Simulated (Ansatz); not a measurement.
## PtS2 monolayer (2H): relaxing the cell for a phonon run

Task: relax PtS2 monolayer (2H) tightly.

Main program and level: Ansatz 0.2.0; DFT PBE, scalar-relativistic, plane waves, PAW; PAW set soft_1.

## 1. The starting structure

The cell holds 3 atoms: 1 Pt and 2 S. Its edges and angles: a = 3.520 Å, b = 3.520 Å, c = 20.000 Å, α = 90.0°, β = 90.0°, γ = 120.0°. It derives from PtS2. Vacuum lies along c.

Structure file:

```cif
data_structure
_symmetry_space_group_name_H-M 'P 1'
_symmetry_Int_Tables_number 1
_cell_length_a 3.5200
_cell_length_b 3.5200
_cell_length_c 20.0000
_cell_angle_alpha 90.000
_cell_angle_beta 90.000
_cell_angle_gamma 120.000
_cell_volume 214.61
loop_
_atom_site_label
_atom_site_type_symbol
_atom_site_fract_x
_atom_site_fract_y
_atom_site_fract_z
_atom_site_occupancy
Pt1 Pt 0.33333 0.66667 0.50000 1
S2 S 0.66667 0.33333 0.57750 1
S3 S 0.66667 0.33333 0.42250 1
```

## 2. A coarse first look

First a cheap look: the gap decides the mesh and the occupations, the pressure tells how far the cell has to move.

The program solves this slab on a cell height of its own, 30.0 Å, in place of the one typed.

Input file input.yaml:

```yaml
crystal:
  lattice:
    - [3.52, 0.0, 0.0]
    - [-1.76, 3.04841, 0.0]
    - [0.0, 0.0, 20.0]
  atoms:
    - { symbol: Pt, position: [0.333333, 0.666667, 0.5] }
    - { symbol: S, position: [0.666667, 0.333333, 0.5775] }
    - { symbol: S, position: [0.666667, 0.333333, 0.4225] }
  periodic: [true, true, false]
kpoints:
  mp_grid: { grid: [6, 6, 1] }
hamiltonian:
  xc: pbe
  pseudopotentials: { kind: paw, azcp: { folder: soft_1 } }
scf:
  occupations: { method: gaussian, width: 0.1 }
output:
  forces: true
  stress: true
  eigenvalues: true
```

Started as:

```bash
$ ansatz run input.yaml --threads 4 --pin off --max-ram 16384MiB --backend cpu --events-out ev --progress --plain --runs-dir out
```

Numbers of over 12 decimals in the logs are rounded to 6 here.

What it wrote:

```text
[...]
--- Band table (eV; the first three rows and the last of 7) ---
  k-point 0: bands = [... 11 lower, -7.8000, -7.2688, -5.0954, -5.0954, -4.8913, -4.8913, -2.3208, -0.4150]
  k-point 1: bands = [... 11 lower, -8.0724, -7.0941, -5.5946, -5.5439, -5.2988, -4.8696, -1.3302, 0.0384]
  k-point 2: bands = [... 11 lower, -8.4262, -7.7429, -6.2671, -6.1302, -5.1042, -4.5171, -1.2976, 0.4857]
  k-point 6: bands = [... 11 lower, -8.7555, -8.0457, -7.7453, -5.7607, -5.0143, -4.5361, -1.0472, -0.0568]
[key lines of the parts left out:]
SCF converged after 8 iterations
Free energy (F): -14327.841640 eV
Fermi energy:    -5.525212 eV
P = ½ c Tr σ = -5.6191 N/m
```

It took 2.4 s on 4 threads of Arm Neoverse N1, shared host; peak memory 0.49 GiB.

This step gave:

| Quantity | Value |
| --- | --- |
| gap on the k-mesh | 0 eV |
| area per atom | 3.577 Å² |

The coarse mesh shows no gap.

## 3. Rough relaxation

The start is far from rest, so a relaxation with loose tolerances brings it close first.

The program solves this slab on a cell height of its own, 30.0 Å, in place of the one typed.

Changes to input.yaml since step 2:

```diff
@@ -21 +21,6 @@
   eigenvalues: true
+relax:
+  adjacent_minimum: "off"
+  f_tol: 0.05
+  max_steps: 80
+  cell: { stress_2d_tol: 0.02 }
```

What it wrote:

```text
[...]
Crystal: 3 atoms, lattice volume = 321.912 Å³
Basis set: ecut = 420 eV, 6239 PW (Γ), exchange–correlation on 48×48×432 points (8 copies of the dense FFT grid, shifted against one another)
Bands: 19, of which v1, the nominal top of the filled ones, is band 15 counted from 1 (14 counted from 0)
Symmetry: 12 space group operations
[...]
F+E_penalty+E_count = -14328.15393031 eV   max|allowed force component| = 1.195e-3 eV/Å   (the final SCF, on the basis selected at the relaxed cell)
  cell:  # Å, volume = 311.5976 Å³
    - [3.463148, 0.0, 0.0]
    - [-1.731574, 2.999174, 0.0]
    - [0.0, 0.0, 30.0]
  atoms:
    - { symbol: Pt, position: [0.333333, 0.666667, 0.333333] }
    - { symbol: S, position: [0.666667, 0.333333, 0.380305] }
    - { symbol: S, position: [0.666667, 0.333333, 0.286362] }
[key lines of the parts left out:]
SCF converged after 7 iterations
Free energy (F): -14328.153930 eV
Fermi energy:    -5.311540 eV
P = ½ c Tr σ = 0.0099 N/m
```

The job ended after 15 s (4 threads; peak memory 0.54 GiB; 56 s of CPU time).

Step by step:

```
step  energy less that of the first step (eV)  largest force component (eV/Å)  volume (Å³)
   1                                   0.0000                          1.6179       321.91
   2                                  -0.2916                          0.4677       315.83
   3                                  -0.3109                          0.0743       314.85
   4                                  -0.3125                          0.0088       312.79
   5                                  -0.3127                          0.0009       311.60
  6*                                  -0.3123                          0.0012       311.60
```

Relaxation steps marked * repeat the geometry before them on a plane-wave basis chosen anew for their cell, so energy and pressure can jump there.

The run keeps the 12 symmetry operations that it works with, so distortions that break them were not tested.

```
cell as run  before  after  change
      a (Å)   3.520  3.463  -1.6 %
      b (Å)   3.520  3.463  -1.6 %
```

The atoms that moved most (Å, along periodic axes as changes of fractional coordinates times the final cell, across vacuum about the mean position):

```
atom     dx     dy      dz  length
  S3  0.000  0.000   0.141   0.141
  S2  0.000  0.000  -0.141   0.141
```

Final coordinates:

```cif
data_structure
_symmetry_space_group_name_H-M 'P 1'
_symmetry_Int_Tables_number 1
_cell_length_a 3.4631
_cell_length_b 3.4631
_cell_length_c 30.0000
_cell_angle_alpha 90.000
_cell_angle_beta 90.000
_cell_angle_gamma 120.000
_cell_volume 311.60
loop_
_atom_site_label
_atom_site_type_symbol
_atom_site_fract_x
_atom_site_fract_y
_atom_site_fract_z
_atom_site_occupancy
Pt1 Pt 0.33333 0.66667 0.33333 1
S2 S 0.66667 0.33333 0.38030 1
S3 S 0.66667 0.33333 0.28636 1
```

Numbers from this step:

| Item | Value |
| --- | --- |
| area per atom | 3.462 Å² |

The relaxation ends with a largest force component of 0.0012 eV/Å.

## 4. Relaxation

The cell and atoms are relaxed, since residual forces and stress would shift the frequencies.

Input file input.yaml:

```yaml
crystal:
  lattice:
    - [3.4631482744, 0.0, 0.0]
    - [-1.7315741372, 2.9991743827, 0.0]
    - [0.0, 0.0, 30.0]
  atoms:
    - { symbol: Pt, position: [0.3333333333, 0.6666666667, 0.3333333333] }
    - { symbol: S, position: [0.6666666667, 0.3333333333, 0.3803046162] }
    - { symbol: S, position: [0.6666666667, 0.3333333333, 0.2863620505] }
  periodic: [true, true, false]
kpoints:
  mp_grid: { grid: [15, 15, 1] }
hamiltonian:
  xc: pbe
  pseudopotentials: { kind: paw, azcp: { folder: soft_1 } }
scf:
  occupations: { method: gaussian, width: 0.1 }
output:
  forces: true
  stress: true
  eigenvalues: true
  write_density: true
  write_potential: true
  elf: true
  volumetric_format: npy
relax:
  adjacent_minimum: "off"
  f_tol: 0.005
  max_steps: 80
  cell: { stress_2d_tol: 0.02 }
```

What it wrote:

```text
[...]
Crystal: 3 atoms, lattice volume = 311.598 Å³
Basis set: ecut = 420 eV, 6071 PW (Γ), exchange–correlation on 48×48×432 points (8 copies of the dense FFT grid, shifted against one another)
Bands: 19, of which v1, the nominal top of the filled ones, is band 15 counted from 1 (14 counted from 0)
Symmetry: 12 space group operations
[...]
k-points: 27 of 225 (time reversal used)
[...]
SCF iter   1: F=—  HF=-14329.177469 eV  |F-HF|=—  |Δ(HF+E_count)|=         —  Δρ=3.85e-2  dr2=6.23e0  ethr=3.10e-3  ⟨swp⟩=16.3  Hψ=5052  notcnv=0
[...]
SCF iter   8: F=-14328.151580 eV  HF=-14328.151580 eV  |F-HF|=1.84e-8  |Δ(HF+E_count)|=   7.77e-7  Δρ=2.12e-6  dr2=2.25e-8  ethr=3.33e-10  ⟨swp⟩=24.7  Hψ=6595  notcnv=0
SCF 1 converged in 8 iterations: F = -14328.151580 eV  dr2 = 2.25e-8
[...]
relax step   1: F+E_penalty+E_count = -14328.15158010 eV  Δ(F+E_penalty+E_count) = +0.000e0 eV  max|allowed force component| = 6.559e-2 eV/Å  Δτ_max = 0.0000 Å  P = +0.196 N/m  Ω = 311.598 Å³  fix = [c, alpha, beta]  reactions: c +0.000 N/m  (8 SCF iters, dr2 threshold 1.00e-7 eV, accepted)
Crystal: 3 atoms, lattice volume = 313.546 Å³
Basis set: ecut = 420 eV, 6095 PW (Γ), exchange–correlation on 48×48×432 points (8 copies of the dense FFT grid, shifted against one another)
[...]
SCF iter   5: F=-14328.153089 eV  HF=-14328.153089 eV  |F-HF|=1.79e-7  |Δ(HF+E_count)|=   2.95e-6  Δρ=4.16e-6  dr2=3.61e-8  ethr=8.96e-10  ⟨swp⟩=23.8  Hψ=6740  notcnv=0
SCF 2 converged in 5 iterations: F = -14328.153089 eV  dr2 = 3.61e-8
relax step   2: F+E_penalty+E_count = -14328.15308884 eV  Δ(F+E_penalty+E_count) = -1.509e-3 eV  max|allowed force component| = 1.536e-2 eV/Å  Δτ_max = 0.0111 Å  P = +0.145 N/m  Ω = 313.546 Å³  energy of the carried Pulay correction = -7.857e-5 eV  fix = [c, alpha, beta]  reactions: c +0.000 N/m  (5 SCF iters, dr2 threshold 2.69e-7 eV, accepted)
Crystal: 3 atoms, lattice volume = 315.246 Å³
Basis set: ecut = 420 eV, 6167 PW (Γ), exchange–correlation on 48×48×432 points (8 copies of the dense FFT grid, shifted against one another)
[...]
SCF iter   6: F=-14328.153412 eV  HF=-14328.153412 eV  |F-HF|=1.26e-8  |Δ(HF+E_count)|=   1.60e-7  Δρ=3.33e-7  dr2=2.78e-10  ethr=5.35e-11  ⟨swp⟩=11.9  Hψ=4649  notcnv=0
SCF 3 converged in 6 iterations: F = -14328.153412 eV  dr2 = 2.78e-10
relax step   3: F+E_penalty+E_count = -14328.15341173 eV  Δ(F+E_penalty+E_count) = -3.229e-4 eV  max|allowed force component| = 3.363e-3 eV/Å  Δτ_max = 0.0075 Å  P = +0.026 N/m  Ω = 315.246 Å³  energy of the carried Pulay correction = -1.467e-4 eV  fix = [c, alpha, beta]  reactions: c +0.000 N/m  (6 SCF iters, dr2 threshold 3.21e-8 eV, accepted)
[...]
relax step   4: F+E_penalty+E_count = -14328.15340949 eV  Δ(F+E_penalty+E_count) = +2.241e-6 eV  max|allowed force component| = 6.870e-4 eV/Å  Δτ_max = 0.0002 Å  P = +0.003 N/m  Ω = 315.384 Å³  energy of the carried Pulay correction = -1.523e-4 eV  fix = [c, alpha, beta]  reactions: c +0.000 N/m  (5 SCF iters, dr2 threshold 1.05e-9 eV, accepted)
[...]
SCF iter   6: F=-14328.153563 eV  HF=-14328.153563 eV  |F-HF|=1.56e-10  |Δ(HF+E_count)|=  8.33e-10  Δρ=1.99e-8  dr2=1.82e-12  ethr=1.00e-12  ⟨swp⟩=15.4  Hψ=4544  notcnv=0
SCF 5 converged in 6 iterations: F = -14328.153563 eV  dr2 = 1.82e-12
relax step   5: F+E_penalty+E_count = -14328.15356292 eV  Δ(F+E_penalty+E_count) = -1.534e-4 eV  max|allowed force component| = 5.624e-4 eV/Å  Δτ_max = 0.0000 Å  P = +0.003 N/m  Ω = 315.384 Å³  fix = [c, alpha, beta]  reactions: c +0.000 N/m  stress off target by 2.94e-3 N/m on what of the cell is left free  SCF on the basis re-selected at this cell (its energy is not comparable with the rows above)  (6 SCF iters)
basis re-selected at this cell: Δ(F+E_penalty+E_count) = -1.534e-4 eV, ΔP = -0.000 N/m vs the last step (what re-selecting the basis moved, of the pressure what is left beyond the Pulay correction that the steps carried, after the strain that the cell walked since its last selection, with what the two solves' SCF thresholds leave and, on support functions, any second-order correction that the steps lacked; it is no m [...]
SCF converged after 6 iterations
Free energy (F): -14328.153563 eV
[...]
Internal energy: -14328.140979 eV  (E = F + TS)
E sigma→0 (E₀):  -14328.147271 eV
Entropy (-TS):   -0.012584 eV (-4.195 meV/atom)
Fermi energy:    -5.207573 eV
[...]
--- Forces (eV/Å), atoms counted from 1 ---
  atom   1  Pt    -0.00000000     0.00000000     0.00000000
  atom   2  S     -0.00000000    -0.00000000     0.00056235
  atom   3  S     -0.00000000    -0.00000000    -0.00056235
  max |Σ_I F_I| component: 1.16e-16 eV/Å
--- 2D stress c σ (N/m, compression-positive) ---
        0.002944      -0.000000       0.000000
       -0.000000       0.002944       0.000000
        0.000000       0.000000       0.000000
  P = ½ c Tr σ = 0.0029 N/m
--- Band table (eV; the first three rows and the last of 27) ---
  k-point 0: bands = [... 11 lower, -7.5564, -6.7939, -4.8948, -4.8948, -4.5087, -4.5087, -2.1680, -0.4504]
  k-point 1: bands = [... 11 lower, -7.6187, -6.7438, -5.0260, -4.8364, -4.6851, -4.6039, -1.9063, -0.3818]
  k-point 2: bands = [... 11 lower, -7.8063, -6.6699, -5.2750, -5.0611, -4.8656, -4.6787, -1.3053, -0.1843]
  k-point 26: bands = [... 11 lower, -8.6796, -8.5146, -8.2484, -5.7980, -4.4616, -4.0507, -0.1742, 0.1697]
--- Relaxed structure (4 steps of the walk, 4 accepted, 1 SCFs on fresh bases) ---
[...]
cell:  # Å, volume = 315.3843 Å³
    - [3.484128, 0, 0.0]
    - [-1.742064, 3.017343, 0.0]
    - [0.0, 0.0, 30.0]
  atoms:
    - { symbol: Pt, position: [0.333333, 0.666667, 0.333333] }
    - { symbol: S, position: [0.666667, 0.333333, 0.379677] }
    - { symbol: S, position: [0.666667, 0.333333, 0.286989] }
```

Wall time 47 s (4 threads); peak memory 0.62 GiB.

Step by step:

```
step  energy less that of the first step (eV)  largest force component (eV/Å)  volume (Å³)
   1                                   0.0000                          0.0656       311.60
   2                                  -0.0015                          0.0154       313.55
   3                                  -0.0018                          0.0034       315.25
   4                                  -0.0018                          0.0007       315.38
  5*                                  -0.0020                          0.0006       315.38
```

Relaxation steps marked * repeat the geometry before them on a plane-wave basis chosen anew for their cell, so energy and pressure can jump there.

Forces are held to the 12 operations that the run works with; a distortion that breaks them can't arise in this run.

```
cell as run  before  after  change
      a (Å)   3.463  3.484  +0.6 %
      b (Å)   3.463  3.484  +0.6 %
```

The atoms that moved most (Å, along periodic axes as changes of fractional coordinates times the final cell, across vacuum about the mean position):

```
atom     dx     dy      dz  length
  S2  0.000  0.000  -0.019   0.019
  S3  0.000  0.000   0.019   0.019
```

The relaxed structure:

```xyz
3
Lattice="3.4841 0.0000 0.0000 -1.7421 3.0173 0.0000 0.0000 0.0000 30.0000" Properties=species:S:1:pos:R:3
Pt    0.0000    2.0116   10.0000
S     1.7421    1.0058   11.3903
S     1.7421    1.0058    8.6097
```

This step gave:

```yaml
area_per_atom: 3.504 Å²
```

Valence density in the ac plane at fractional y = 0.333, with atoms of S within 0.2 Å of it. It is the smooth field of the valence electrons, not physical close to the nuclei.

Values in units of 1e-1 e/Å³, 24 rows by 14 columns, each cell a mean:
```
0.0 0.0 0.0 0.0 0.0 0.0 0.0 0.0 0.0 0.0 0.0 0.0 0.0 0.0
0.0 0.0 0.0 0.0 0.0 0.0 0.0 0.0 0.0 0.0 0.0 0.0 0.0 0.0
0.0 0.0 0.0 0.0 0.0 0.0 0.0 0.0 0.0 0.0 0.0 0.0 0.0 0.0
0.0 0.0 0.0 0.0 0.0 0.0 0.0 0.0 0.0 0.0 0.0 0.0 0.0 0.0
0.0 0.0 0.0 0.0 0.0 0.0 0.0 0.0 0.0 0.0 0.0 0.0 0.0 0.0
0.0 0.0 0.0 0.0 0.0 0.0 0.0 0.0 0.0 0.0 0.0 0.0 0.0 0.0
0.0 0.0 0.0 0.0 0.0 0.0 0.0 0.0 0.0 0.0 0.0 0.0 0.0 0.0
0.0 0.0 0.0 0.0 0.0 0.0 0.0 0.0 0.0 0.0 0.0 0.0 0.0 0.0
0.0 0.0 0.0 0.0 0.0 0.0 0.0 0.0 0.0 0.0 0.0 0.0 0.0 0.0
0.0 0.0 0.0 0.0 0.0 0.0 0.0 0.0 0.0 0.0 0.0 0.0 0.0 0.0
0.0 0.0 0.0 0.0 0.0 0.0 0.0 0.0 0.0 0.0 0.0 0.0 0.0 0.0
0.0 0.0 0.0 0.0 0.0 0.0 0.0 0.0 0.0 0.0 0.0 0.0 0.0 0.0
0.0 0.0 0.0 0.0 0.0 0.0 0.0 0.0 0.0 0.0 0.0 0.0 0.0 0.0
0.2 0.1 0.1 0.1 0.1 0.3 0.4 0.7 0.9 1.1 1.0 0.8 0.5 0.3
1.9 1.1 0.8 0.9 1.6 3.0 5.7 8.6 8.4 7.0 7.7 8.8 7.2 4.3
3.9 4.3 4.7 4.5 4.0 4.0 4.7 6.0 6.4 6.1 6.2 6.3 5.3 4.2
3.6 3.5 3.7 3.6 3.6 4.1 5.5 7.3 7.1 6.2 6.6 7.4 6.5 4.7
1.5 0.8 0.6 0.7 1.2 2.4 4.6 7.3 7.7 7.0 7.4 7.6 5.9 3.4
0.1 0.1 0.1 0.1 0.1 0.1 0.2 0.4 0.5 0.5 0.5 0.4 0.3 0.2
0.0 0.0 0.0 0.0 0.0 0.0 0.0 0.0 0.0 0.0 0.0 0.0 0.0 0.0
0.0 0.0 0.0 0.0 0.0 0.0 0.0 0.0 0.0 0.0 0.0 0.0 0.0 0.0
0.0 0.0 0.0 0.0 0.0 0.0 0.0 0.0 0.0 0.0 0.0 0.0 0.0 0.0
0.0 0.0 0.0 0.0 0.0 0.0 0.0 0.0 0.0 0.0 0.0 0.0 0.0 0.0
0.0 0.0 0.0 0.0 0.0 0.0 0.0 0.0 0.0 0.0 0.0 0.0 0.0 0.0
```
Columns run along a (3.5 Å), rows up along c (30.0 Å). Atoms in or near the plane, at fractional coordinates: S at (0.67, 0.38), S at (0.67, 0.29).

Electrostatic potential energy in the ac plane at fractional y = 0.333, with atoms of S within 0.2 Å of it. With pseudopotentials it is smooth inside the atoms' cores, unlike the true potential.

Ten even steps from '0' (-30 eV) to '9' (0 eV), each cell a mean:
```
99999999999999
99999999999999
99999999999999
99999999999999
99999999999999
99999999999999
99999999999999
99999999999999
99999999999999
99999999999999
99999999999999
99999999999999
99999999999999
99999999999999
89998751000036
77667764333457
77777753211246
89999862111247
99999999999999
99999999999999
99999999999999
99999999999999
99999999999999
99999999999999
```
Columns run along a (3.5 Å; values clipped at the 3rd and 97th percentile), rows up along c (30.0 Å). Atoms in or near the plane, at fractional coordinates: S at (0.67, 0.38), S at (0.67, 0.29).

ELF in the ac plane at fractional y = 0.333, with atoms of S within 0.2 Å of it. It is the smooth field of the valence electrons, not physical close to the nuclei.

Ten even steps from '0' (0.00) to '9' (0.83), each cell a mean:
```
00000000000000
00000000000000
00000000000000
00000000000000
00000000000000
00000000000000
00000000000000
00000000000000
00000000000000
00000000000000
00000000000000
00000000000000
00000000000000
10001246777654
62114899655899
43333456545665
43334567544676
52014799877999
10000235566542
00000000000000
00000000000000
00000000000000
00000000000000
00000000000000
```
Columns run along a (3.5 Å), rows up along c (30.0 Å). Atoms in or near the plane, at fractional coordinates: S at (0.67, 0.38), S at (0.67, 0.29).

[end of part 1 of 2]

[Logs are printed without paths, hosts, clocks, repeated set-up lines and the standing remarks that a program may print on its own settings, such as how far it seeks lower states.]

[Hosts, paths, dates, database ids (printed as entryN), source tags and the programs' standing remarks are cut or masked in the printed files.]
